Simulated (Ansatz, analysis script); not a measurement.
# CoO: canting in a transverse field

How stiff is the opposed order of CoO against a field across it?

Calculated with Ansatz 0.2.0; PBE with U = 1.75 eV on Co d (ortho-atomic projectors), PAW set soft_1.

Report form: the programs' logs are mostly left out.

In doubt: warnings of the run leave room for a lower electronic state (step 2), so energies may not be the lowest and differences between runs may mislead.

## 1. Set-up

The structure is cubic, space group Fm-3m (No. 225). Conventional cell: a = 4.263 Å, b = 4.263 Å, c = 4.263 Å, α = 90.00°, β = 90.00°, γ = 90.00°. Nearest to Co lie 6 O at 2.13 Å. O has 6 Co at 2.13 Å nearest. Farther neighbours and most contacts between anions are not listed.

The cell of this run holds 4 atoms, 2 of them with a starting moment; values «a cell» refer to the cell of the run in question.

## 2. The collinear state

The work starts on two spin channels, which tell the size of the moments.

Contents of input.yaml:

```yaml
crystal:
  lattice:
    - [0.0, 2.1315, 2.1315]
    - [2.1315, 0.0, 2.1315]
    - [4.263, 4.263, 0.0]
  atoms:
    - { symbol: Co, position: [0.0, 0.0, 0.0], spin: 3.0 }
    - { symbol: Co, position: [0.0, 0.0, 0.5], spin: -3.0 }
    - { symbol: O, position: [0.5, 0.5, 0.25] }
    - { symbol: O, position: [0.5, 0.5, 0.75] }
magnetization:
  spin_polarized: true
kpoints:
  mp_grid: { grid: [8, 8, 4] }
hamiltonian:
  xc: pbe
  hubbard:
    projectors: ortho-atomic
    sites: [{ species: Co, l: d, u_eff: 1.75 }]
  pseudopotentials: { kind: paw, azcp: { folder: soft_1 } }
scf:
  occupations: { method: fermi_dirac, width: 0.05 }
  max_iter: 120
  convergence: { dr2_threshold: 1.0e-08 }
```

Run with:

```bash
ansatz run input.yaml --threads 4 --pin off --max-ram 11264MiB --backend cpu --events-out ev --progress --plain --runs-dir out
```

It took 30 s on 4 threads of Arm Neoverse V1, shared host; peak memory 0.84 GiB; 1.9 min of CPU time.

Spin moment in the atom's sphere by atom:

| atom | spin moment in the atom's sphere (μB) |
| --- | --- |
| Co1 | 2.47 |
| Co2 | -2.47 |
| O3 | 0.00 |
| O4 | 0.00 |

Tables count atoms from 1; parts of the log count from 0.

The run ends antiferromagnetic, with a net moment of 0 μB a cell. Only this order was typed.

## 3. No field

The reference on spinors, with the moments a degree off the axis so that they are free to turn.

input.yaml, the sections that differ from step 2:

```yaml
crystal:
  lattice:
    - [0.0, 2.1315, 2.1315]
    - [2.1315, 0.0, 2.1315]
    - [4.263, 4.263, 0.0]
  atoms:
    - { symbol: Co, position: [0.0, 0.0, 0.0], spin: 2.47, spin_axis: [0.019996, 0.0, 0.9998] }
    - { symbol: Co, position: [0.0, 0.0, 0.5], spin: 2.47, spin_axis: [0.019996, 0.0, -0.9998] }
    - { symbol: O, position: [0.5, 0.5, 0.25] }
    - { symbol: O, position: [0.5, 0.5, 0.75] }
scf:
  occupations: { method: fermi_dirac, width: 0.05 }
  max_iter: 120
  convergence: { dr2_threshold: 1.0e-09 }
basis:
  ecutwfc: 420.0
magnetization:
  noncollinear: true
checkpoint:
  read: start
# kpoints, hamiltonian: as in step 2
```

Run with:

```bash
ansatz run input.yaml --threads 2 --pin off --max-ram 5632MiB --backend cpu --events-out ev --progress --plain --runs-dir out
```

Run time: 2.8 min. Hardware: 2 threads; peak memory 0.72 GiB.

The net moment is 0 μB a cell, and the largest site carries 2.47 μB.

## 4. Field of 200 T along x

A field across the axis cants both sublattices towards it, against the exchange that holds them opposed.

input.yaml, the sections that differ from step 3:

```yaml
crystal:
  lattice:
    - [0.0, 2.1315, 2.1315]
    - [2.1315, 0.0, 2.1315]
    - [4.263, 4.263, 0.0]
  atoms:
    - { symbol: Co, position: [0.0, 0.0, 0.0], spin: 2.47, spin_axis: [0.039968, 0.0, 0.999201] }
    - { symbol: Co, position: [0.0, 0.0, 0.5], spin: 2.47, spin_axis: [0.039968, 0.0, -0.999201] }
    - { symbol: O, position: [0.5, 0.5, 0.25] }
    - { symbol: O, position: [0.5, 0.5, 0.75] }
magnetization:
  noncollinear: true
  magnetic_field: [200.0, 0.0, 0.0]
# kpoints, hamiltonian, scf, basis, checkpoint: as in step 3
```

It took 2.8 min on 2 threads; peak memory 0.72 GiB.

The net moment is 0.953 μB a cell, and the largest site carries 2.47 μB.

## 5. Field of 500 T along x

input.yaml, the sections that differ from step 4:

```yaml
crystal:
  lattice:
    - [0.0, 2.1315, 2.1315]
    - [2.1315, 0.0, 2.1315]
    - [4.263, 4.263, 0.0]
  atoms:
    - { symbol: Co, position: [0.0, 0.0, 0.0], spin: 2.47, spin_axis: [0.069829, 0.0, 0.997559] }
    - { symbol: Co, position: [0.0, 0.0, 0.5], spin: 2.47, spin_axis: [0.069829, 0.0, -0.997559] }
    - { symbol: O, position: [0.5, 0.5, 0.25] }
    - { symbol: O, position: [0.5, 0.5, 0.75] }
magnetization:
  noncollinear: true
  magnetic_field: [500.0, 0.0, 0.0]
# kpoints, hamiltonian, scf, basis, checkpoint: as in step 4
```

The job ended after 3.9 min (2 threads; peak memory 0.72 GiB; 7.8 min of CPU time).

The net moment is 2.29 μB a cell, and the largest site carries 2.48 μB.

## 6. Field of 1500 T along x

input.yaml, the sections that differ from step 5:

```yaml
crystal:
  lattice:
    - [0.0, 2.1315, 2.1315]
    - [2.1315, 0.0, 2.1315]
    - [4.263, 4.263, 0.0]
  atoms:
    - { symbol: Co, position: [0.0, 0.0, 0.0], spin: 2.47, spin_axis: [0.167595, 0.0, 0.985856] }
    - { symbol: Co, position: [0.0, 0.0, 0.5], spin: 2.47, spin_axis: [0.167595, 0.0, -0.985856] }
    - { symbol: O, position: [0.5, 0.5, 0.25] }
    - { symbol: O, position: [0.5, 0.5, 0.75] }
magnetization:
  noncollinear: true
  magnetic_field: [1500.0, 0.0, 0.0]
# kpoints, hamiltonian, scf, basis, checkpoint: as in step 5
```

Elapsed: 6 min, on 2 threads; peak memory 0.72 GiB.

The net moment is 5.69 μB a cell, and the largest site carries 2.55 μB.

## 7. The fields together

The moment along the field by field:

| field (T) | moment along the field (μB/cell) |
| --- | --- |
| 0 | -9.5e-5 |
| 200 | 0.953 |
| 500 | 2.29 |
| 1500 | 5.69 |

The canting of the first magnetic atom by field:

| field (T) | canting of the first magnetic atom (°) |
| --- | --- |
| 0 | -0.0251 |
| 200 | 9.60 |
| 500 | 23.5 |
| 1500 | 72.7 |

The free energy with the Zeeman term by field:

| field (T) | free energy with the Zeeman term (meV/cell) |
| --- | --- |
| 0 | 0 |
| 200 | -5.54 |
| 500 | -33.9 |
| 1500 | -269 |

## 8. Summary of results

```
state without field       : antiferromagnetic
transverse dM/dB at 200 T : 4.77 μB a cell per 1000 T
canting at 1500 T         : 72.7°
```

In words: A field of 1500 T cants the moments by 72.7° and induces 5.69 μB a cell. The induced moment does not grow in proportion to the field over the whole range. No spin–orbit coupling acts, so there is no anisotropy and no spin-flop field. The 4 spinor runs took 16 min of wall time, added up.

[Logs and program files are shortened in this print: banners, set-up blocks, solver, clock and traceback lines can be left out without a mark of their own.]

[Logs are printed without paths, hosts, clocks, repeated set-up lines and the standing remarks that a program may print on its own settings, such as how far it seeks lower states.]

[Hosts, paths, dates, database ids (printed as entryN), source tags and the programs' standing remarks are cut or masked in the printed files.]
